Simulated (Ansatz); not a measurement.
## F on Pt(111): change of the work function

Aim: the work function of Pt(111) at several coverages of F (fcc site), and the dipole that each adsorbate carries.

Calculated with Ansatz 0.2.0; plane-wave DFT, PBE, Ansatz PAW.

### 1. The starting structure

The cell holds 4 atoms: 4 Pt. Cell: a = 2.772 Å, b = 2.772 Å, c = 24.790 Å, α = 90.0°, β = 90.0°, γ = 60.0°. Vacuum lies along c.

### 2. The clean slab

The bare slab comes first, as the zero from which every change is counted. The two lowest layers are held at bulk places and the upper ones relax. The dipole correction removes the false field that a one-sided slab makes across the periodic vacuum, so each face gets a flat vacuum level of its own.

File input.yaml:

```yaml
crystal:
  lattice:
    - [2.7718585823, 0.0, 0.0]
    - [1.3859292911, 2.4004999479, 0.0]
    - [0.0, 0.0, 24.7896391657]
  atoms:
    - { symbol: Pt, position: [0.0, 0.0, 0.3630549013] }
    - { symbol: Pt, position: [0.3333333333, 0.3333333333, 0.4543516338] }
    - { symbol: Pt, position: [0.6666666667, 0.6666666667, 0.5456483662] }
    - { symbol: Pt, position: [0.0, 0.0, 0.6369450987] }
kpoints:
  mp_grid: { grid: [12, 12, 1] }
hamiltonian:
  xc: pbe
scf:
  occupations: { method: fermi_dirac, width: 0.1 }
  convergence: { dr2_threshold: 1.0e-08 }
efield:
  axis: 3
  dipole_correction: true
  ramp_position: 0.97
  ramp_width: 0.06
relax:
  f_tol: 0.02
  max_steps: 60
  constraints: [{ sites: [0, 1] }]
output:
  write_potential: true
  write_density: true
  volumetric_format: npy
```

Command:

```sh
$ ansatz run input.yaml --threads 4 --pin off --max-ram 6144MiB --backend cpu --events-out ev --progress --plain --runs-dir out
```

Numbers of over 12 decimals in the logs are rounded to 6 here.

The program printed:

```text
Engine: ansatz 0.2.0, aarch64-unknown-linux-gnu
Pseudopotentials: kind: paw
Pseudopotential: Pt, paw, valence charge 18, recommended cutoff 420 eV (normal), Pt.paw.azcp
Functional definition: PBE
  parameter kappa = 0.804
  parameter beta = 0.066725
  exchange = pbe_x(kappa = kappa, mu = beta*pi^2/3)
  correlation = pbe_c(beta = beta)
Crystal: 4 atoms, lattice volume = 164.946 Å³
Basis set: ecut = 420 eV, 3263 PW (Γ), exchange–correlation on 40×40×360 points (8 copies of the dense FFT grid, shifted against one another)
Bands: 44, of which v1, the nominal top of the filled ones, is band 36 counted from 1 (35 counted from 0)
Symmetry: 6 space group operations
k-points: 19 of 144 (time reversal used)
Non-local potential: Pt, projectors of the file, l = 0: 3, l = 1: 2, l = 2: 2, l = 3: 1
PAW form: soft (Blöchl's): semilocal exchange-correlation on the pseudo side does not see the compensation charge
PAW one-centre angular grid: Pt, 590 points (default); XC on 64 Gauss nodes
Initial density: superposition of atomic densities (neutral atoms: chi_scale 0, normalization atom), corrected by the library's trained network
Initial wavefunctions: pseudopotential atomic-orbital guess
Functional: x = pbe(κ = 0.804, μ = 0.219515), c = pbe(β = 0.066725)
SCF iter   1: F=—  HF=-50090.991717 eV  |F-HF|=—  |Δ(HF+E_count)|=         —  Δρ=5.75e-3  dr2=3.09e-1  ethr=1.77e-3  p=-0.000 e·Å  D=-7.16e-15 V/Å  ΔV_dip=0.00 eV  dr2_dipole=3.81e-7  V_vac-E_F(+/−)=5.23/5.23 eV  ⟨swp⟩=8.8  Hψ=3876  notcnv=0  defer=3
efield: sawtooth ramp at fractional position 0.9700 (set: `efield.ramp_position`, or a place that a band, a saddle search or an elastic batch's reference lends), width 0.0600; the density the first Hamiltonian is built on has a dipole p = -0.000 e·Å; the dipole correction subtracts the counter field D = -7.16e-15 V/Å, which shifts the + side's vacuum level by +0.00 eV against the − side's; the planar-averaged density in the ramp window peaks in size at 7.4e-6 e/Å³
preconditioner: auto → LDOS  [metal: Δε(μ)=0.021 eV  Ē_g=7.789 eV  σ=0.100 eV  W_gap=0.05  n_scr=18 (ndim 8)  ℏωp=18.3 eV  f_vac=0.582  D(μ)=6.47/eV (n_scr^D=38)  β→1.0]
SCF iter   2: F=—  HF=-50090.990107 eV  |F-HF|=—  |Δ(HF+E_count)|=   1.61e-3  Δρ=3.29e-3  dr2=3.42e-2  ethr=4.29e-4  p=-0.000 e·Å  D=-9.35e-6 V/Å  ΔV_dip=0.00 eV  dr2_dipole=9.86e-8  V_vac-E_F(+/−)=5.71/5.71 eV  ⟨swp⟩=2.5  Hψ=1067  notcnv=0  defer=17
SCF iter   3: F=—  HF=-50090.987451 eV  |F-HF|=—  |Δ(HF+E_count)|=   2.66e-3  Δρ=1.41e-3  dr2=2.98e-2  ethr=4.75e-5  p=0.000 e·Å  D=7.74e-6 V/Å  ΔV_dip=-0.00 eV  dr2_dipole=2.74e-8  V_vac-E_F(+/−)=5.60/5.60 eV  ⟨swp⟩=2.6  Hψ=1528  notcnv=0  defer=17
SCF iter   4: F=—  HF=-50090.985231 eV  |F-HF|=—  |Δ(HF+E_count)|=   2.22e-3  Δρ=6.04e-4  dr2=1.66e-3  ethr=4.14e-5  p=-0.000 e·Å  D=-5.42e-7 V/Å  ΔV_dip=0.00 eV  dr2_dipole=8.19e-11  V_vac-E_F(+/−)=5.69/5.69 eV  ⟨swp⟩=2.1  Hψ=1183  notcnv=0  defer=17
SCF iter   5: F=—  HF=-50090.985131 eV  |F-HF|=—  |Δ(HF+E_count)|=   9.99e-5  Δρ=2.71e-4  dr2=8.45e-5  ethr=2.30e-6  p=-0.000 e·Å  D=-3.79e-7 V/Å  ΔV_dip=0.00 eV  dr2_dipole=9.28e-10  V_vac-E_F(+/−)=5.68/5.68 eV  ⟨swp⟩=2.7  Hψ=1289  notcnv=0  defer=17
SCF iter   6: F=—  HF=-50090.985171 eV  |F-HF|=—  |Δ(HF+E_count)|=   3.93e-5  Δρ=4.16e-5  dr2=6.87e-6  ethr=1.17e-7  p=-0.000 e·Å  D=-3.54e-7 V/Å  ΔV_dip=0.00 eV  dr2_dipole=4.43e-10  V_vac-E_F(+/−)=5.66/5.66 eV  ⟨swp⟩=2.3  Hψ=1282  notcnv=0  defer=17
SCF iter   7: F=—  HF=-50090.985173 eV  |F-HF|=—  |Δ(HF+E_count)|=   2.44e-6  Δρ=1.19e-5  dr2=1.39e-7  ethr=9.55e-9  p=-0.000 e·Å  D=-4.82e-8 V/Å  ΔV_dip=0.00 eV  dr2_dipole=7.88e-11  V_vac-E_F(+/−)=5.66/5.66 eV  ⟨swp⟩=2.1  Hψ=1241  notcnv=0  defer=15
SCF iter   8: F=-50090.985173 eV  HF=-50090.985173 eV  |F-HF|=5.50e-8  |Δ(HF+E_count)|=   2.84e-7  Δρ=3.95e-6  dr2=8.82e-9  ethr=1.39e-11  p=-0.000 e·Å  D=-4.02e-9 V/Å  ΔV_dip=0.00 eV  dr2_dipole=1.66e-11  V_vac-E_F(+/−)=5.66/5.66 eV  ⟨swp⟩=8.5  Hψ=6833  notcnv=0
SCF 1 converged in 8 iterations: F = -50090.985173 eV  dr2 = 8.82e-9
  greatest PAW one-centre occupation: 1.000 electrons in one spin orbital (limit 2), on the Pt atom at site 2 (counted from 0), in its partial waves of l = 0
relax step   1: F+E_penalty+E_count = -50090.98517332 eV  Δ(F+E_penalty+E_count) = +0.000e0 eV  max|allowed force component| = 4.882e-1 eV/Å  Δτ_max = 0.0000 Å  (8 SCF iters, accepted)
Initial density: handed on by an earlier stage of this run
Initial wavefunctions: those handed on with the density
iter 1 solved again at ethr=6.41e-4 eV; its pass at ethr=3.10e-3 eV (dr2=4.62e-1 eV) is discarded
SCF iter   1: F=—  HF=-50091.029102 eV  |F-HF|=—  |Δ(HF+E_count)|=         —  Δρ=1.16e-2  dr2=4.80e-1  ethr=6.41e-4  p=0.000 e·Å  D=2.66e-7 V/Å  ΔV_dip=-0.00 eV  dr2_dipole=1.45e-1  V_vac-E_F(+/−)=5.71/5.71 eV  ⟨swp⟩=1.3  Hψ=3370  notcnv=0  defer=8
efield: sawtooth ramp at fractional position 0.9700 (set: `efield.ramp_position`, or a place that a band, a saddle search or an elastic batch's reference lends), width 0.0600; the density the first Hamiltonian is built on has a dipole p = 0.000 e·Å; the dipole correction subtracts the counter field D = 2.66e-7 V/Å, which shifts the + side's vacuum level by -0.00 eV against the − side's; the planar-averaged density in the ramp window peaks in size at 3.0e-6 e/Å³
preconditioner: auto → LDOS  [metal: Δε(μ)=0.019 eV  Ē_g=7.721 eV  σ=0.100 eV  W_gap=0.05  n_scr=18 (ndim 8)  ℏωp=18.3 eV  f_vac=0.575  D(μ)=6.64/eV (n_scr^D=50)  β→1.0]
SCF iter   2: F=—  HF=-50091.023855 eV  |F-HF|=—  |Δ(HF+E_count)|=   5.25e-3  Δρ=5.67e-3  dr2=1.45e-1  ethr=6.41e-4  p=0.004 e·Å  D=4.87e-3 V/Å  ΔV_dip=-0.12 eV  dr2_dipole=2.41e-2  V_vac-E_F(+/−)=5.55/5.67 eV  ⟨swp⟩=2.2  Hψ=1413  notcnv=0  defer=8
SCF iter   3: F=—  HF=-50091.004025 eV  |F-HF|=—  |Δ(HF+E_count)|=   1.98e-2  Δρ=2.86e-3  dr2=4.20e-2  ethr=2.02e-4  p=-0.007 e·Å  D=-7.20e-3 V/Å  ΔV_dip=0.18 eV  dr2_dipole=8.42e-5  V_vac-E_F(+/−)=5.86/5.68 eV  ⟨swp⟩=2.5  Hψ=1442  notcnv=0  defer=8
SCF iter   4: F=—  HF=-50090.997106 eV  |F-HF|=—  |Δ(HF+E_count)|=   6.92e-3  Δρ=9.64e-4  dr2=2.01e-3  ethr=5.84e-5  p=-0.003 e·Å  D=-3.38e-3 V/Å  ΔV_dip=0.08 eV  dr2_dipole=4.64e-5  V_vac-E_F(+/−)=5.76/5.68 eV  ⟨swp⟩=2.2  Hψ=1278  notcnv=0  defer=9
SCF iter   5: F=—  HF=-50090.996569 eV  |F-HF|=—  |Δ(HF+E_count)|=   5.37e-4  Δρ=2.91e-4  dr2=3.62e-4  ethr=2.79e-6  p=-0.003 e·Å  D=-2.80e-3 V/Å  ΔV_dip=0.07 eV  dr2_dipole=2.93e-5  V_vac-E_F(+/−)=5.74/5.68 eV  ⟨swp⟩=2.4  Hψ=1502  notcnv=0  defer=14
[...]
SCF iter   5: F=—  HF=-50091.007549 eV  |F-HF|=—  |Δ(HF+E_count)|=   1.10e-4  Δρ=1.80e-4  dr2=2.14e-4  ethr=1.16e-6  p=-0.001 e·Å  D=-7.97e-4 V/Å  ΔV_dip=0.02 eV  dr2_dipole=3.83e-6  V_vac-E_F(+/−)=5.69/5.67 eV  ⟨swp⟩=3.1  Hψ=1402  notcnv=0  defer=18
SCF iter   6: F=—  HF=-50091.007549 eV  |F-HF|=—  |Δ(HF+E_count)|=   5.92e-7  Δρ=9.20e-5  dr2=5.87e-5  ethr=2.97e-7  p=-0.001 e·Å  D=-1.00e-3 V/Å  ΔV_dip=0.02 eV  dr2_dipole=6.29e-8  V_vac-E_F(+/−)=5.70/5.67 eV  ⟨swp⟩=1.1  Hψ=836  notcnv=0  defer=18
SCF iter   7: F=—  HF=-50091.007553 eV  |F-HF|=—  |Δ(HF+E_count)|=   3.98e-6  Δρ=3.49e-5  dr2=1.06e-5  ethr=8.15e-8  p=-0.001 e·Å  D=-1.10e-3 V/Å  ΔV_dip=0.03 eV  dr2_dipole=8.91e-8  V_vac-E_F(+/−)=5.70/5.67 eV  ⟨swp⟩=1.2  Hψ=849  notcnv=0  defer=18
SCF iter   8: F=—  HF=-50091.007553 eV  |F-HF|=—  |Δ(HF+E_count)|=  6.48e-10  Δρ=1.21e-5  dr2=9.30e-7  ethr=1.47e-8  p=-0.001 e·Å  D=-1.07e-3 V/Å  ΔV_dip=0.03 eV  dr2_dipole=4.14e-9  V_vac-E_F(+/−)=5.70/5.67 eV  ⟨swp⟩=1.3  Hψ=862  notcnv=0  defer=18
SCF iter   9: F=—  HF=-50091.007565 eV  |F-HF|=—  |Δ(HF+E_count)|=   1.21e-5  Δρ=4.45e-6  dr2=4.81e-8  ethr=1.29e-9  p=-0.001 e·Å  D=-1.05e-3 V/Å  ΔV_dip=0.03 eV  dr2_dipole=1.78e-11  V_vac-E_F(+/−)=5.70/5.67 eV  ⟨swp⟩=2.0  Hψ=1206  notcnv=0  defer=17
SCF iter  10: F=-50091.007565 eV  HF=-50091.007565 eV  |F-HF|=8.45e-9  |Δ(HF+E_count)|=   3.09e-8  Δρ=1.25e-6  dr2=6.43e-9  ethr=1.39e-11  p=-0.001 e·Å  D=-1.05e-3 V/Å  ΔV_dip=0.03 eV  dr2_dipole=6.79e-10  V_vac-E_F(+/−)=5.70/5.67 eV  ⟨swp⟩=10.8  Hψ=6134  notcnv=0
SCF 3 converged in 10 iterations: F = -50091.007565 eV  dr2 = 6.43e-9
relax step   3: F+E_penalty+E_count = -50091.00756550 eV  Δ(F+E_penalty+E_count) = -1.103e-2 eV  max|allowed force component| = 7.115e-2 eV/Å  Δτ_max = 0.0918 Å  (10 SCF iters, accepted)
SCF iter   1: F=—  HF=-50091.008207 eV  |F-HF|=—  |Δ(HF+E_count)|=         —  Δρ=8.74e-4  dr2=5.06e-3  ethr=8.17e-5  p=-0.001 e·Å  D=-1.05e-3 V/Å  ΔV_dip=0.03 eV  dr2_dipole=1.69e-3  V_vac-E_F(+/−)=5.70/5.68 eV  ⟨swp⟩=2.1  Hψ=1462  notcnv=0  defer=18
efield: sawtooth ramp at fractional position 0.9700 (set: `efield.ramp_position`, or a place that a band, a saddle search or an elastic batch's reference lends), width 0.0600; the density the first Hamiltonian is built on has a dipole p = -0.001 e·Å; the dipole correction subtracts the counter field D = -1.05e-3 V/Å, which shifts the + side's vacuum level by +0.03 eV against the − side's; the planar-averaged density in the ramp window peaks in size at 2.0e-6 e/Å³
preconditioner: auto → LDOS  [metal: Δε(μ)=0.023 eV  Ē_g=7.759 eV  σ=0.100 eV  W_gap=0.06  n_scr=18 (ndim 8)  ℏωp=18.3 eV  f_vac=0.578  D(μ)=6.69/eV (n_scr^D=50)  β→1.0]
SCF iter   2: F=—  HF=-50091.008118 eV  |F-HF|=—  |Δ(HF+E_count)|=   8.90e-5  Δρ=3.88e-4  dr2=1.13e-3  ethr=7.03e-6  p=-0.001 e·Å  D=-6.34e-4 V/Å  ΔV_dip=0.02 eV  dr2_dipole=3.13e-4  V_vac-E_F(+/−)=5.69/5.67 eV  ⟨swp⟩=2.1  Hψ=1263  notcnv=0  defer=18
SCF iter   3: F=—  HF=-50091.008031 eV  |F-HF|=—  |Δ(HF+E_count)|=   8.73e-5  Δρ=2.54e-4  dr2=3.19e-4  ethr=1.57e-6  p=-0.002 e·Å  D=-1.78e-3 V/Å  ΔV_dip=0.04 eV  dr2_dipole=1.14e-6  V_vac-E_F(+/−)=5.72/5.67 eV  ⟨swp⟩=2.1  Hψ=1334  notcnv=0  defer=18
SCF iter   4: F=—  HF=-50091.007980 eV  |F-HF|=—  |Δ(HF+E_count)|=   5.11e-5  Δρ=5.52e-5  dr2=1.73e-5  ethr=4.43e-7  p=-0.001 e·Å  D=-1.25e-3 V/Å  ΔV_dip=0.03 eV  dr2_dipole=8.32e-7  V_vac-E_F(+/−)=5.70/5.67 eV  ⟨swp⟩=2.6  Hψ=1384  notcnv=0  defer=18
SCF iter   5: F=—  HF=-50091.007963 eV  |F-HF|=—  |Δ(HF+E_count)|=   1.72e-5  Δρ=2.60e-5  dr2=4.55e-6  ethr=2.40e-8  p=-0.001 e·Å  D=-1.28e-3 V/Å  ΔV_dip=0.03 eV  dr2_dipole=1.21e-7  V_vac-E_F(+/−)=5.70/5.67 eV  ⟨swp⟩=2.7  Hψ=1356  notcnv=0  defer=18
SCF iter   6: F=—  HF=-50091.007983 eV  |F-HF|=—  |Δ(HF+E_count)|=   2.01e-5  Δρ=1.36e-5  dr2=1.33e-6  ethr=6.32e-9  p=-0.001 e·Å  D=-1.27e-3 V/Å  ΔV_dip=0.03 eV  dr2_dipole=2.87e-9  V_vac-E_F(+/−)=5.70/5.67 eV  ⟨swp⟩=1.2  Hψ=826  notcnv=0  defer=18
SCF iter   7: F=—  HF=-50091.007983 eV  |F-HF|=—  |Δ(HF+E_count)|=   1.03e-7  Δρ=5.23e-6  dr2=2.29e-7  ethr=1.84e-9  p=-0.001 e·Å  D=-1.26e-3 V/Å  ΔV_dip=0.03 eV  dr2_dipole=3.63e-9  V_vac-E_F(+/−)=5.70/5.67 eV  ⟨swp⟩=1.2  Hψ=830  notcnv=0  defer=18
SCF iter   8: F=—  HF=-50091.007983 eV  |F-HF|=—  |Δ(HF+E_count)|=   2.14e-8  Δρ=1.98e-6  dr2=1.76e-8  ethr=3.18e-10  p=-0.001 e·Å  D=-1.27e-3 V/Å  ΔV_dip=0.03 eV  dr2_dipole=2.54e-10  V_vac-E_F(+/−)=5.70/5.67 eV  ⟨swp⟩=1.3  Hψ=909  notcnv=0  defer=18
SCF iter   9: F=-50091.007983 eV  HF=-50091.007983 eV  |F-HF|=3.31e-9  |Δ(HF+E_count)|=   1.66e-8  Δρ=5.77e-7  dr2=7.83e-10  ethr=1.39e-11  p=-0.001 e·Å  D=-1.27e-3 V/Å  ΔV_dip=0.03 eV  dr2_dipole=2.51e-12  V_vac-E_F(+/−)=5.70/5.67 eV  ⟨swp⟩=9.9  Hψ=5733  notcnv=0
SCF 4 converged in 9 iterations: F = -50091.007983 eV  dr2 = 7.83e-10
relax step   4: F+E_penalty+E_count = -50091.00798290 eV  Δ(F+E_penalty+E_count) = -4.174e-4 eV  max|allowed force component| = 3.489e-4 eV/Å  Δτ_max = 0.0131 Å  (9 SCF iters, accepted)
NSCF: frozen V_eff on 19 k-points
the band table was solved once a step of the walk had ended and its energy, with any forces and stress, was formed, with the checks that follow a solve (4587 applications of the Hamiltonian). They found nothing against the state; the energy, forces and stress were not computed again (output.eigenvalues in the input reference)
SCF converged after 9 iterations
Free energy (F): -50091.007983 eV
Harris-Foulkes:  -50091.007983 eV  (|F-HF|=3.31e-9)
Internal energy: -50090.790083 eV  (E = F + TS)
E sigma→0 (E₀):  -50090.899033 eV
Entropy (-TS):   -0.217900 eV (-54.475 meV/atom)
Fermi energy:    4.900471 eV
Dipole field:    D = -0.001268 V/Å  (p = -0.001156 e·Å, saw-weighted, corrected)
Work function:   Φ+ = 5.7030 eV   Φ− = 5.6716 eV
Levels:          The Fermi level and band energies are counted from a zero that moves with the ramp; work functions are not
--- Per-component energies (eV) ---
  E_band       = -1818.910559
  E_kinetic    = 2546.761399
  E_local      = -123966.042102  (includes V_loc(G=0)·N_el)
  E_nonlocal   = 800.189997
  E_hartree    = 60581.100929
  E_xc         = -1044.614578
  E_vxc        = -1207.827317  (∫ρ·V_xc dr)
  E_paw        = -37816.082999  (= ΣΔE_a)
  E_vpaw       = -1154.195294  (= ΣTr[D̂ρ^β])
  E_aug_tail   = 0.000812  (compensation charges beyond the density's cutoff)
  E_efield     = 0.000001  (sawtooth field / dipole correction)
  E_vefield    = 0.003640  (∫n·V_field dr)
  E_ewald      = 48807.896459
  E_smearing   = -0.217900  (= −TS)
  E_closure    = -0.000000  (closes the sum)
  Σ components = -50091.007983   (vs F -50091.007983, Δ=0.00e0)
--- Forces (eV/Å), atoms counted from 1 ---
  atom   1  Pt    -0.00000000    -0.00000000    -0.48014122
  atom   2  Pt     0.00000000    -0.00000000     0.47992545
  atom   3  Pt    -0.00000000    -0.00000000     0.00034885
  atom   4  Pt    -0.00000000     0.00000000    -0.00014217
  max |Σ_I F_I| component: 9.09e-6 eV/Å
--- Band table (eV; the first three rows and the last of 19) ---
  k-point 0: bands = [... 32 lower, 3.3721, 3.7295, 3.7295, 4.4538, 4.4538, 4.4677, 4.8736, 4.8736, ... 4 higher]
  k-point 1: bands = [... 32 lower, 3.2564, 3.5694, 3.7370, 3.8498, 4.2372, 4.4477, 4.8839, 5.4119, ... 4 higher]
  k-point 2: bands = [... 32 lower, 3.0456, 3.1540, 3.4980, 3.7132, 4.4250, 4.6025, 4.9064, 6.3631, ... 4 higher]
  k-point 18: bands = [... 32 lower, 4.2535, 4.5924, 4.6084, 4.6216, 9.8513, 9.8824, 9.8903, 10.6257, ... 4 higher]
--- Relaxed structure (4 steps of the walk, 4 accepted, 0 SCFs on fresh bases) ---
  F+E_penalty+E_count = -50091.00798290 eV   max|allowed force component| = 3.489e-4 eV/Å
  atoms:
    - { symbol: Pt, position: [0.0, 0.0, 0.363055] }
    - { symbol: Pt, position: [0.333333, 0.333333, 0.454352] }
    - { symbol: Pt, position: [0.666667, 0.666667, 0.547405] }
    - { symbol: Pt, position: [1.7860744536953496e-18, -8.930372268476717e-19, 0.641619] }
```

Wall time 13 s (4 threads of Arm Neoverse V2, shared host); peak memory 0.49 GiB.

Step by step:

| step | energy less that of the first step (eV) | largest force component (eV/Å) |
| --- | --- | --- |
| 1 | 0.0000 | 0.4882 |
| 2 | -0.0114 | 0.3306 |
| 3 | -0.0224 | 0.0711 |
| 4 | -0.0228 | 0.0003 |

Forces are held to the 6 operations that the run works with; a distortion that breaks them can't arise in this run.

The atoms that moved most (Å):

```csv
atom,dx,dy,dz,length
Pt4,0.000,0.000,0.116,0.116
Pt3,0.000,0.000,0.044,0.044
```

The relaxed structure:

```xyz
4
Lattice="2.7719 0.0000 0.0000 1.3859 2.4005 0.0000 0.0000 0.0000 24.7896" Properties=species:S:1:pos:R:3
Pt    0.0000    0.0000    9.0000
Pt    1.3859    0.8002   11.2632
Pt    2.7719    1.6003   13.5700
Pt    0.0000    0.0000   15.9055
```

Numbers from this step:

- energy at zero smearing: -50090.8990 eV
- work function, upper face: 5.703 eV
- work function, lower face: 5.672 eV
- dipole along the normal: -0.001156 e·Å
- step between the vacuum levels: 0.03143 eV

Running mean over 2.263 Å of the planar mean; the ramp of the sawtooth is left out. Table of electron's electrostatic potential energy less the Fermi level by z:

```csv
z (Å),electron's electrostatic potential energy less the Fermi level (eV)
4,5.67
5,5.67
6,5.61
7,4.60
8,-4.97
9,-11.6
10,-12.1
11,-12.2
12,-11.8
13,-11.9
14,-11.8
15,-11.2
16,-11.3
17,-3.69
18,4.90
19,5.66
20,5.70
21,5.70
```

The relaxation took 4 steps and lowered the energy by 0.023 eV; the largest force on the free atoms ends at 3.5e-4 eV/Å.

The work function of the upper face is 5.70 eV.

(Continued in part 2 of 3.)

[Logs are printed without paths, hosts, clocks, repeated set-up lines and the standing remarks that a program may print on its own settings, such as how far it seeks lower states.]

[Hosts, paths, dates, database ids (printed as entryN), source tags and the programs' standing remarks are cut or masked in the printed files.]

[Maps of the electrostatic potential energy from Ansatz leave out the sawtooth potential of an applied field or a dipole correction, so their vacuum need not be flat; planar profiles and work functions include it.]
